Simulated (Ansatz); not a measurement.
**Ge (Fd-3m, 2 atoms in the cell) under biaxial strain in the (001) plane**

Aim: how do the optical modes of Ge (Fd-3m, 2 atoms in the cell) shift and split under this strain?

Method: DFT LDA, scalar-relativistic, plane waves, PAW; PAW set soft_1, in Ansatz 0.2.0.

## (1) The structure

It takes space group Fd-3m (No. 227, cubic). The conventional cell has a = 5.658 Å, b = 5.658 Å, c = 5.658 Å, α = 90.00°, β = 90.00°, γ = 90.00°. Ge has 4 Ge at 2.45 Å nearest.

## (2) Relaxation

Harmonic phonons are second derivatives at a point where the forces vanish, and they are wanted at zero stress, so atoms and cell are relaxed first.

The input, input.yaml:

```yaml
crystal:
  lattice:
    - [0.0, 2.82891, 2.82891]
    - [2.82891, 0.0, 2.82891]
    - [2.82891, 2.82891, 0.0]
  atoms:
    - { symbol: Ge, position: [0.5, 0.5, 0.5] }
    - { symbol: Ge, position: [0.75, 0.75, 0.75] }
kpoints:
  mp_grid: { grid: [14, 14, 14] }
hamiltonian:
  xc: lda
  pseudopotentials: { kind: paw, azcp: { folder: soft_1 }, xc_functional: pbe }
scf:
  occupations: { method: gaussian, width: 0.1 }
output:
  forces: true
  stress: true
  eigenvalues: true
relax:
  adjacent_minimum: "off"
  f_tol: 0.005
  max_steps: 80
  cell: { stress_tol: 0.05 }
```

Run with:

```bash
$ ansatz run input.yaml --threads 4 --pin off --max-ram 10240MiB --backend cpu --events-out ev --progress --plain --runs-dir out
```

Numbers of over 12 decimals in the logs are rounded to 6 here.

Log:

```text
Engine: ansatz 0.2.0, aarch64-unknown-linux-gnu
Pseudopotentials: kind: paw
Pseudopotential: Ge, paw, valence charge 14, recommended cutoff 420 eV (normal), soft_1/Ge.paw.azcp
Functional definition: SPW92
  exchange = slater_x
  correlation = pw_c
Crystal: 2 atoms, lattice volume = 45.278 Å³
Basis set: ecut = 420 eV, 893 PW (Γ)
Bands: 18, of which v1, the nominal top of the filled ones, is band 14 counted from 1 (13 counted from 0)
Symmetry: 48 space group operations
Space group: Fd-3m (ITA 227), of the structure as read, at distance tolerance 3.6e-5 Å
k-points: 104 of 2744
Non-local potential: Ge, projectors of the file, l = 0: 2, l = 1: 2, l = 2: 3, l = 3: 1
PAW form: soft (Blöchl's): semilocal exchange-correlation on the pseudo side does not see the compensation charge
PAW frozen core: Ge, regenerated for the run's functional, and the local potential with it (the file was generated under x = pbe(κ = 0.804, μ = 0.219515), c = pbe(β = 0.066725))
PAW one-centre angular grid: Ge, 590 points (default); XC on 64 Gauss nodes
Initial density: superposition of atomic densities (chi_scale 0.1, normalization cell)
Initial wavefunctions: pseudopotential atomic-orbital guess
Functional: x = slater, c = lda
SCF iter   1: F=—  HF=-8431.583315 eV  |F-HF|=—  |Δ(HF+E_count)|=         —  Δρ=3.46e-2  dr2=4.97e-1  ethr=3.10e-3  ⟨swp⟩=5.6  Hψ=8832  notcnv=0
preconditioner: auto → none  [insulator: Δε(μ)=0.189 eV  Ē_g=23.401 eV  σ=0.100 eV  W_gap=0.71  n_scr=14 (ndim 8)  ℏωp=29.2 eV  f_vac=0.000  D(μ)=0.02/eV (n_scr^D=0)  ε∞_Penn≈2.6]
SCF iter   2: F=—  HF=-8431.465386 eV  |F-HF|=—  |Δ(HF+E_count)|=   1.18e-1  Δρ=1.57e-2  dr2=8.10e-2  ethr=1.77e-3  ⟨swp⟩=2.0  Hψ=3115  notcnv=0
SCF iter   3: F=—  HF=-8431.450982 eV  |F-HF|=—  |Δ(HF+E_count)|=   1.44e-2  Δρ=2.20e-3  dr2=5.58e-4  ethr=2.89e-4  ⟨swp⟩=2.0  Hψ=2703  notcnv=0
SCF iter   4: F=—  HF=-8431.451177 eV  |F-HF|=—  |Δ(HF+E_count)|=   1.95e-4  Δρ=4.87e-4  dr2=8.31e-5  ethr=1.99e-6  ⟨swp⟩=2.0  Hψ=3071  notcnv=0
SCF iter   5: F=—  HF=-8431.450957 eV  |F-HF|=—  |Δ(HF+E_count)|=   2.20e-4  Δρ=5.67e-5  dr2=7.63e-7  ethr=2.97e-7  ⟨swp⟩=2.0  Hψ=3331  notcnv=0
SCF iter   6: F=—  HF=-8431.450954 eV  |F-HF|=—  |Δ(HF+E_count)|=   3.09e-6  Δρ=3.70e-5  dr2=3.07e-7  ethr=3.57e-10  ⟨swp⟩=6.2  Hψ=8752  notcnv=0
SCF iter   7: F=-8431.450954 eV  HF=-8431.450954 eV  |F-HF|=1.15e-8  |Δ(HF+E_count)|=   3.22e-7  Δρ=4.73e-6  dr2=4.40e-9  ethr=3.57e-10  ⟨swp⟩=3.0  Hψ=7085  notcnv=0
SCF 1 converged in 7 iterations: F = -8431.450954 eV  dr2 = 4.40e-9
  greatest PAW one-centre occupation: 0.998 electrons in one spin orbital (limit 2), on the Ge atom at site 1 (counted from 0), in its partial waves of l = 2
relax step   1: F+E_penalty+E_count = -8431.45095365 eV  Δ(F+E_penalty+E_count) = +0.000e0 eV  max|allowed force component| = 9.252e-18 eV/Å  Δτ_max = 0.0000 Å  P = -1.315 GPa  Ω = 45.278 Å³  (7 SCF iters, dr2 threshold 1.00e-7 eV, accepted)
Crystal: 2 atoms, lattice volume = 44.578 Å³
Initial density: handed on by an earlier stage of this run
Initial wavefunctions: those handed on with the density
iter 1 solved again at ethr=1.26e-6 eV; its pass at ethr=3.10e-3 eV (dr2=3.53e-4 eV) is discarded
SCF iter   1: F=—  HF=-8431.454648 eV  |F-HF|=—  |Δ(HF+E_count)|=         —  Δρ=7.81e-4  dr2=3.33e-4  ethr=1.26e-6  ⟨swp⟩=2.0  Hψ=10743  notcnv=0
preconditioner: auto → Kerker (q_TF=auto, 2.525 Å⁻¹)  [metal: Δε(μ)=0.099 eV  Ē_g=23.561 eV  σ=0.100 eV  W_gap=0.48  n_scr=14 (ndim 8)  ℏωp=29.4 eV  f_vac=0.055  D(μ)=0.04/eV (n_scr^D=0)]
SCF iter   2: F=—  HF=-8431.454601 eV  |F-HF|=—  |Δ(HF+E_count)|=   4.65e-5  Δρ=5.27e-4  dr2=1.75e-4  ethr=1.19e-6  ⟨swp⟩=1.0  Hψ=1872  notcnv=0
SCF iter   3: F=—  HF=-8431.454564 eV  |F-HF|=—  |Δ(HF+E_count)|=   3.75e-5  Δρ=1.34e-4  dr2=1.44e-5  ethr=6.25e-7  ⟨swp⟩=2.3  Hψ=2269  notcnv=0
SCF iter   4: F=—  HF=-8431.454560 eV  |F-HF|=—  |Δ(HF+E_count)|=   4.02e-6  Δρ=8.48e-5  dr2=3.30e-6  ethr=5.13e-8  ⟨swp⟩=2.0  Hψ=3329  notcnv=0
SCF iter   5: F=-8431.454561 eV  HF=-8431.454561 eV  |F-HF|=1.05e-8  |Δ(HF+E_count)|=   8.03e-7  Δρ=1.37e-5  dr2=7.78e-8  ethr=7.14e-10  ⟨swp⟩=3.3  Hψ=7864  notcnv=0
SCF 2 converged in 5 iterations: F = -8431.454561 eV  dr2 = 7.78e-8
relax step   2: F+E_penalty+E_count = -8431.45456057 eV  Δ(F+E_penalty+E_count) = -3.607e-3 eV  max|allowed force component| = 5.869e-17 eV/Å  Δτ_max = 0.0000 Å  P = -0.258 GPa  Ω = 44.578 Å³  energy of the carried Pulay correction = +1.351e-4 eV  (5 SCF iters, dr2 threshold 2.00e-7 eV, accepted)
Crystal: 2 atoms, lattice volume = 44.410 Å³
iter 1 solved again at ethr=8.45e-8 eV; its pass at ethr=3.10e-3 eV (dr2=2.36e-5 eV) is discarded
SCF iter   1: F=—  HF=-8431.454730 eV  |F-HF|=—  |Δ(HF+E_count)|=         —  Δρ=1.92e-4  dr2=2.14e-5  ethr=8.45e-8  ⟨swp⟩=2.0  Hψ=10513  notcnv=0
preconditioner: auto → none  [insulator: Δε(μ)=0.108 eV  Ē_g=23.575 eV  σ=0.100 eV  W_gap=0.52  n_scr=14 (ndim 8)  ℏωp=29.5 eV  f_vac=0.058  D(μ)=0.04/eV (n_scr^D=0)  ε∞_Penn≈2.6]
SCF iter   2: F=—  HF=-8431.454725 eV  |F-HF|=—  |Δ(HF+E_count)|=   5.21e-6  Δρ=8.41e-5  dr2=3.20e-6  ethr=7.63e-8  ⟨swp⟩=1.6  Hψ=1989  notcnv=0
SCF iter   3: F=-8431.454725 eV  HF=-8431.454725 eV  |F-HF|=1.04e-7  |Δ(HF+E_count)|=   3.65e-7  Δρ=2.15e-5  dr2=6.43e-8  ethr=5.97e-10  ⟨swp⟩=3.2  Hψ=7776  notcnv=0
SCF 3 converged in 3 iterations: F = -8431.454725 eV  dr2 = 6.43e-8
relax step   3: F+E_penalty+E_count = -8431.45472465 eV  Δ(F+E_penalty+E_count) = -1.641e-4 eV  max|allowed force component| = 5.031e-17 eV/Å  Δτ_max = 0.0000 Å  P = +0.009 GPa  Ω = 44.410 Å³  energy of the carried Pulay correction = +1.678e-4 eV  (3 SCF iters, dr2 threshold 1.67e-7 eV, accepted)
Initial wavefunctions: pseudopotential atomic-orbital guess (no wavefunctions were taken with the density)
iter 1 solved again at ethr=2.02e-7 eV; its pass at ethr=3.10e-3 eV (dr2=5.66e-5 eV) is discarded
SCF iter   1: F=—  HF=-8431.454556 eV  |F-HF|=—  |Δ(HF+E_count)|=         —  Δρ=2.24e-5  dr2=5.01e-8  ethr=2.02e-7  ⟨swp⟩=2.4  Hψ=12988  notcnv=0
preconditioner: auto → none  [insulator: Δε(μ)=0.107 eV  Ē_g=23.574 eV  σ=0.100 eV  W_gap=0.52  n_scr=14 (ndim 8)  ℏωp=29.5 eV  f_vac=0.059  D(μ)=0.04/eV (n_scr^D=0)  ε∞_Penn≈2.6]
SCF iter   2: F=—  HF=-8431.454558 eV  |F-HF|=—  |Δ(HF+E_count)|=   1.94e-6  Δρ=1.03e-5  dr2=2.19e-8  ethr=1.79e-10  ⟨swp⟩=2.0  Hψ=3332  notcnv=0
SCF iter   3: F=—  HF=-8431.454558 eV  |F-HF|=—  |Δ(HF+E_count)|=   2.55e-9  Δρ=4.66e-6  dr2=3.11e-9  ethr=7.81e-11  ⟨swp⟩=2.8  Hψ=3507  notcnv=0
SCF iter   4: F=—  HF=-8431.454558 eV  |F-HF|=—  |Δ(HF+E_count)|=  5.24e-10  Δρ=4.38e-7  dr2=3.35e-11  ethr=1.11e-11  ⟨swp⟩=2.8  Hψ=3462  notcnv=0
SCF iter   5: F=-8431.454558 eV  HF=-8431.454558 eV  |F-HF|=1.82e-12  |Δ(HF+E_count)|=  1.46e-11  Δρ=3.64e-8  dr2=2.01e-13  ethr=1.00e-12  ⟨swp⟩=5.0  Hψ=7057  notcnv=0
SCF 4 converged in 5 iterations: F = -8431.454558 eV  dr2 = 2.01e-13
relax step   4: F+E_penalty+E_count = -8431.45455762 eV  Δ(F+E_penalty+E_count) = +1.670e-4 eV  max|allowed force component| = 3.701e-17 eV/Å  Δτ_max = 0.0000 Å  P = +0.008 GPa  Ω = 44.410 Å³  stress off target by 7.99e-3 GPa  SCF on the basis re-selected at this cell (its energy is not comparable with the rows above)  (5 SCF iters)
basis re-selected at this cell: Δ(F+E_penalty+E_count) = +1.670e-4 eV, ΔP = -0.001 GPa vs the last step (what re-selecting the basis moved, of the pressure what is left beyond the Pulay correction that the steps carried, after the strain that the cell walked since its last selection, with what the two solves' SCF thresholds leave and, on support functions, any second-order correction that the steps lacked; it is no m [...]
SCF converged after 5 iterations
Free energy (F): -8431.454558 eV
Harris-Foulkes:  -8431.454558 eV  (|F-HF|=1.82e-12)
Internal energy: -8431.454346 eV  (E = F + TS)
E sigma→0 (E₀):  -8431.454452 eV
Entropy (-TS):   -0.000211 eV (-0.106 meV/atom)
Fermi energy:    8.511995 eV
--- Per-component energies (eV) ---
  E_band       = -305.035524
  E_kinetic    = 187.155336
  E_local      = -4483.568786  (includes V_loc(G=0)·N_el)
  E_nonlocal   = 442.109621
  E_hartree    = 2135.896763
  E_xc         = -143.191287
  E_vxc        = -131.725126  (∫ρ·V_xc dr)
  E_paw        = -3869.139440  (= ΣΔE_a)
  E_vpaw       = -590.800098  (= ΣTr[D̂ρ^β])
  E_aug_tail   = 0.000030  (compensation charges beyond the density's cutoff)
  E_ewald      = -2704.533236
  E_core_change = 3.816653  (= ΣΔE_core)
  E_smearing   = -0.000211  (= −TS)
  E_closure    = 0.000000  (closes the sum)
  Σ components = -8431.454558   (vs F -8431.454558, Δ=0.00e0)
--- Forces (eV/Å), atoms counted from 1 ---
  atom   1  Ge    -0.00000000    -0.00000000    -0.00000000
  atom   2  Ge     0.00000000     0.00000000     0.00000000
  max |Σ_I F_I| component: 3.70e-17 eV/Å
--- Stress (GPa, compression-positive) ---
        0.007987       0.000000       0.000000
        0.000000       0.007987       0.000000
        0.000000      -0.000000       0.007987
  P = ⅓ Tr σ = 0.0080 GPa (0.080 kbar)
--- Band table (eV; the first three rows and the last of 104) ---
  k-point 0: bands = [... 10 lower, -4.4755, 8.4767, 8.4858, 8.4858, 8.4858, 11.0224, 11.0224, 11.0224]
  k-point 1: bands = [... 10 lower, -4.4121, 7.1506, 8.3562, 8.3562, 9.3625, 11.1943, 11.1943, 11.3005]
  k-point 2: bands = [... 10 lower, -4.2234, 5.7293, 8.0610, 8.0610, 9.4592, 11.5857, 11.5857, 12.2359]
  k-point 103: bands = [... 10 lower, -0.4280, -0.4280, 4.5128, 4.5128, 12.1310, 12.1310, 13.8650, 13.8650]
--- Relaxed structure (3 steps of the walk, 3 accepted, 1 SCFs on fresh bases) ---
  F+E_penalty+E_count = -8431.45455762 eV   max|allowed force component| = 3.701e-17 eV/Å   (the final SCF, on the basis selected at the relaxed cell)
  cell:  # Å, volume = 44.4098 Å³
    - [0, 2.810711, 2.810711]
    - [2.810711, 0, 2.810711]
    - [2.810711, 2.810711, 0]
  atoms:
    - { symbol: Ge, position: [0.500000, 0.500000, 0.500000] }
    - { symbol: Ge, position: [0.750000, 0.750000, 0.750000] }
```

It took 3.9 s on 4 threads of Arm Neoverse V2, shared host; peak memory 0.38 GiB.

The steps of the relaxation:

```csv
step,energy less that of the first step (eV),largest force component (eV/Å),pressure (GPa),volume (Å³)
1,0.0000,0.0000,-1.32,45.28
2,-0.0036,0.0000,-0.26,44.58
3,-0.0038,0.0000,0.01,44.41
4*,-0.0036,0.0000,0.01,44.41
```

Relaxation steps marked * repeat the geometry before them on a plane-wave basis chosen anew for their cell, so energy and pressure can jump there.

Forces are held to the 48 operations that the run works with; a distortion that breaks them can't arise in this run.

```csv
"conventional cell, symmetrised",before,after,change
a (Å),5.658,5.621,-0.6 %
b (Å),5.658,5.621,-0.6 %
c (Å),5.658,5.621,-0.6 %
volume (Å³/atom),22.64,22.20,-1.9 %
```

Final coordinates:

```
Ge
1.0
     0.00000    2.81071    2.81071
     2.81071    0.00000    2.81071
     2.81071    2.81071    0.00000
Ge
2
Direct
  0.50000 0.50000 0.50000
  0.75000 0.75000 0.75000
```

Numbers from this step:

```
pressure          : 0.007987 GPa
volume per atom   : 22.20 Å³
gap on the k-mesh : 0 eV
```

In this step the volume went from 22.64 to 22.20 Å³/atom.

## (3) Tight relaxation

At this level the gap closes at Γ, and partly filled states there would soften the modes. So, after a tight relaxation on a Γ-centred mesh that is not shown, the volume is relaxed again on 12×12×12 points shifted off Γ, the mesh of all runs that follow.

input.yaml, the sections that differ from step 2:

```yaml
crystal:
  lattice:
    - [0.0, 2.8107113432, 2.8107113432]
    - [2.8107113432, 0.0, 2.8107113432]
    - [2.8107113432, 2.8107113432, 0.0]
  atoms:
    - { symbol: Ge, position: [0.5, 0.5, 0.5] }
    - { symbol: Ge, position: [0.75, 0.75, 0.75] }
kpoints:
  mp_grid: { grid: [12, 12, 12], shift: [0.5, 0.5, 0.5] }
scf:
  occupations: { method: gaussian, width: 0.015 }
relax:
  adjacent_minimum: "off"
  f_tol: 0.001
  max_steps: 60
  cell: { stress_tol: 0.01, fix: [shape] }
# hamiltonian, output: as in step 2
```

Log:

```text
[...]
k-point 181: bands = [... 10 lower, -2.2765, 0.7821, 6.2364, 6.9361, 9.3574, 12.0809, 12.4847, 15.8457]
--- Relaxed structure (2 steps of the walk, 2 accepted, 1 SCFs on fresh bases) ---
[...]
cell:  # Å, volume = 44.4113 Å³
    - [0, 2.810743, 2.810743]
    - [2.810743, 0, 2.810743]
    - [2.810743, 2.810743, 0]
  atoms:
    - { symbol: Ge, position: [0.499976, 0.499976, 0.499976] }
    - { symbol: Ge, position: [0.750024, 0.750024, 0.750024] }
[key lines of the parts left out:]
SCF converged after 6 iterations
Free energy (F): -8431.455100 eV
Fermi energy:    8.522252 eV
P = ⅓ Tr σ = 0.0007 GPa (0.007 kbar)
```

Run time: 5.3 s. Hardware: 4 threads; peak memory 0.42 GiB.

Little changed from the start: no atom moved by 0.005 Å and no cell edge by 0.1 %.

Numbers from this step:

| Property | Result |
| --- | --- |
| pressure | 6.63e-4 GPa |
| gap on the k-mesh | 0.1678 eV |
| volume per atom | 22.21 Å³ |

The largest force component left is 0.27 meV/Å and the pressure is 0.001 GPa, within the tolerances set. The cell now holds 22.21 Å³/atom.

## (4) Zone-centre response at rest

Phonons follow from the second derivative of the energy, found here by linear response.

The modes at rest are the reference of the series.

input.yaml, the sections that differ from step 3:

```yaml
crystal:
  lattice:
    - [0.0, 2.8107426724, 2.8107426724]
    - [2.8107426724, 0.0, 2.8107426724]
    - [2.8107426724, 2.8107426724, 0.0]
  atoms:
    - { symbol: Ge, position: [0.4999761677, 0.4999761677, 0.4999761677] }
    - { symbol: Ge, position: [0.7500238323, 0.7500238323, 0.7500238323] }
output:
  eigenvalues: true
phonons:
  method: dfpt
# kpoints, hamiltonian, scf: as in step 3
# relax: removed
```

Log:

```text
[...]
Crystal: 2 atoms, lattice volume = 44.411 Å³
Basis set: ecut = 420 eV, 893 PW (Γ), exchange–correlation on 64×64×64 points (8 copies of the dense FFT grid, shifted against one another)
Bands: 18, of which v1, the nominal top of the filled ones, is band 14 counted from 1 (13 counted from 0)
Symmetry: 12 space group operations
k-points: 468 of 1728 (irreducible under 2 space group operations, time reversal used)
[...]
SCF iter   1: F=—  HF=-8431.592148 eV  |F-HF|=—  |Δ(HF+E_count)|=         —  Δρ=3.54e-2  dr2=5.09e-1  ethr=3.10e-3  ⟨swp⟩=6.0  Hψ=39352  notcnv=0
[...]
SCF iter   8: F=-8431.455100 eV  HF=-8431.455100 eV  |F-HF|=7.28e-12  |Δ(HF+E_count)|=   4.51e-9  Δρ=1.21e-7  dr2=4.28e-12  ethr=1.00e-12  ⟨swp⟩=4.3  Hψ=45088  notcnv=0
SCF 1 converged in 8 iterations: F = -8431.455100 eV  dr2 = 4.28e-12
[...]
DFPT response loops at Γ: preconditioner auto → none (the input reference at scf.mixing.eps_inf says where Resta's filter doesn't serve); β = 0.50; Broyden in place of MSR1
SCF converged after 8 iterations
Free energy (F): -8431.455100 eV
[...]
Internal energy: -8431.455100 eV  (E = F + TS)
E sigma→0 (E₀):  -8431.455100 eV
Fermi energy:    8.522252 eV
[...]
--- Band table (eV; the first three rows and the last of 468) ---
  k-point 0: bands = [... 10 lower, -4.4541, 7.7287, 8.4379, 8.4379, 9.0886, 11.0845, 11.0845, 11.1041]
  k-point 1: bands = [... 10 lower, -4.3393, 6.5394, 7.9478, 8.3614, 9.6522, 11.2056, 11.2871, 11.8371]
  k-point 2: bands = [... 10 lower, -4.0563, 4.9584, 7.4965, 8.0339, 9.5697, 11.6322, 11.8915, 12.9749]
  k-point 467: bands = [... 10 lower, -2.3337, 0.7701, 6.7979, 7.0055, 8.8595, 12.1487, 12.3051, 15.5800]
--- Phonons (Γ-DFPT): 1 representative perturbation + reference, on 468 of 1728 k-points (Σ response iterations 3) ---
  k mesh reduced under 2 symmetry operations, with k and −k counted as one. Each operation leaves every solved perturbation unchanged. A smaller set is not used because it would not reduce the number of displacements times k-points to solve
  ASR residual: 7.905e-5 → 0.000e0 eV/Å²; symmetrization residual: 2.815e-12 eV/Å²
  ASR residual per site (eV/Å²): 7.90e-5 7.90e-5
  Γ frequencies (cm⁻¹): 0.00 0.00 0.00 293.87 293.87 293.91
  non-analytic LO–TO correction: not included (Born effective charges unavailable; polar crystals: no LO–TO splitting at Γ)
```

Wall time 15 s (4 threads); peak memory 1.3 GiB; 56 s of CPU time.

The column dr2 measures how far the density is from self-consistency, as an energy; F and HF (Harris–Foulkes) agree once it is small.

This step gave:

- sum-rule residual before enforcement: 7.90e-5 eV/Å²
- highest optical mode at the zone centre (no LO-TO term): 293.9 cm⁻¹
- lowest optical zone-centre mode: 293.9 cm⁻¹

Patterns of degenerate modes are one choice out of their space. Modes at Γ:

```csv
mode,frequency (cm⁻¹)
1,0.0
2,0.0
3,0.0
4,293.9
5,293.9
6,293.9
```

Displacements in mode 5 (293.9 cm⁻¹), the largest set to 1:
```
Ge1  0.00 -1.00  1.00
Ge2  0.00  1.00 -1.00
```

Before it was imposed, the acoustic sum rule was missed by 7.9e-5 eV/Å². Small misses are needed for a sound result but don't prove that mesh and cutoff are converged. The lowest optical mode is real, 294 cm⁻¹.

## (5) A member of the series: biaxial strain of +1 % in the (001) plane

The cell takes a biaxial strain of +1 % in the (001) plane. The strained lengths are held, while the rest of the cell and the atoms relax.

input.yaml, the sections that differ from step 4:

```yaml
crystal:
  lattice:
    - [0.0, 2.8388500991, 2.8107426724]
    - [2.8388500991, 0.0, 2.8107426724]
    - [2.8388500991, 2.8388500991, 0.0]
  atoms:
    - { symbol: Ge, position: [0.4999761677, 0.4999761677, 0.4999761677] }
    - { symbol: Ge, position: [0.7500238323, 0.7500238323, 0.7500238323] }
  conventional_axes: [[-1, 1, 1], [1, -1, 1], [1, 1, -1]]
output:
  forces: true
  stress: true
  eigenvalues: true
relax:
  adjacent_minimum: "off"
  f_tol: 0.001
  max_steps: 60
  cell: { stress_tol: 0.01, fix: [a, b, angles] }
# kpoints, hamiltonian, scf: as in step 4
# phonons: removed
```

Log:

```text
[...]
Crystal: 2 atoms, lattice volume = 45.304 Å³
Basis set: ecut = 420 eV, 893 PW (Γ)
Bands: 18, of which v1, the nominal top of the filled ones, is band 14 counted from 1 (13 counted from 0)
Symmetry: 4 space group operations
[...]
k-points: 468 of 1728
[...]
k-point 467: bands = [... 10 lower, -2.3758, 0.6732, 6.0558, 6.8385, 9.1598, 11.8918, 12.3429, 15.6568]
--- Relaxed structure (3 steps of the walk, 3 accepted, 1 SCFs on fresh bases) ---
[...]
cell:  # Å, volume = 44.9557 Å³
    - [0, 2.8388500991, 2.789134]
    - [2.8388500991, 0, 2.789134]
    - [2.8388500991, 2.8388500991, 0]
  atoms:
    - { symbol: Ge, position: [0.499977, 0.499977, 0.499960] }
    - { symbol: Ge, position: [0.750023, 0.750023, 0.750040] }
[key lines of the parts left out:]
SCF converged after 5 iterations
Free energy (F): -8431.451492 eV
Fermi energy:    8.359629 eV
P = ⅓ Tr σ = -0.8550 GPa (-8.550 kbar)
```

The job ended after 17 s (4 threads; peak memory 0.6 GiB).

Relaxation path:

```csv
step,energy less that of the first step (eV),largest force component (eV/Å),pressure (GPa),volume (Å³)
1,0.0000,0.0012,-1.37,45.30
2,-0.0010,0.0004,-0.90,44.99
3,-0.0010,0.0001,-0.85,44.96
4*,-0.0010,0.0001,-0.86,44.96
```

Relaxation steps marked * repeat the geometry before them on a plane-wave basis chosen anew for their cell, so energy and pressure can jump there.

The run keeps the 4 symmetry operations that it works with, so distortions that break them were not tested.

```csv
cell as run,before,after,change
a (Å),3.995,3.980,-0.4 %
b (Å),3.995,3.980,-0.4 %
c (Å),4.015,4.015,-0.0 %
α (°),59.84,59.71,-0.2 %
β (°),59.84,59.71,-0.2 %
γ (°),60.33,60.58,+0.4 %
volume (Å³/atom),22.65,22.48,-0.8 %
```

The relaxed structure:

```xyz
2
Lattice="0.0000 2.8389 2.7891 2.8389 0.0000 2.7891 2.8389 2.8389 0.0000" Properties=species:S:1:pos:R:3 pbc="T T T"
Ge    2.8387    2.8387    2.7890
Ge    4.2585    4.2585    4.1838
```

This step gave:

| Item | Value |
| --- | --- |
| pressure | -0.8550 GPa |
| volume per atom | 22.48 Å³ |
| gap on the k-mesh | 0.07940 eV |

The largest force component left is 0.058 meV/Å.

[end of part 1 of 2]

[Logs are printed without paths, hosts, clocks, repeated set-up lines and the standing remarks that a program may print on its own settings, such as how far it seeks lower states.]

[Hosts, paths, dates, database ids (printed as entryN), source tags and the programs' standing remarks are cut or masked in the printed files.]
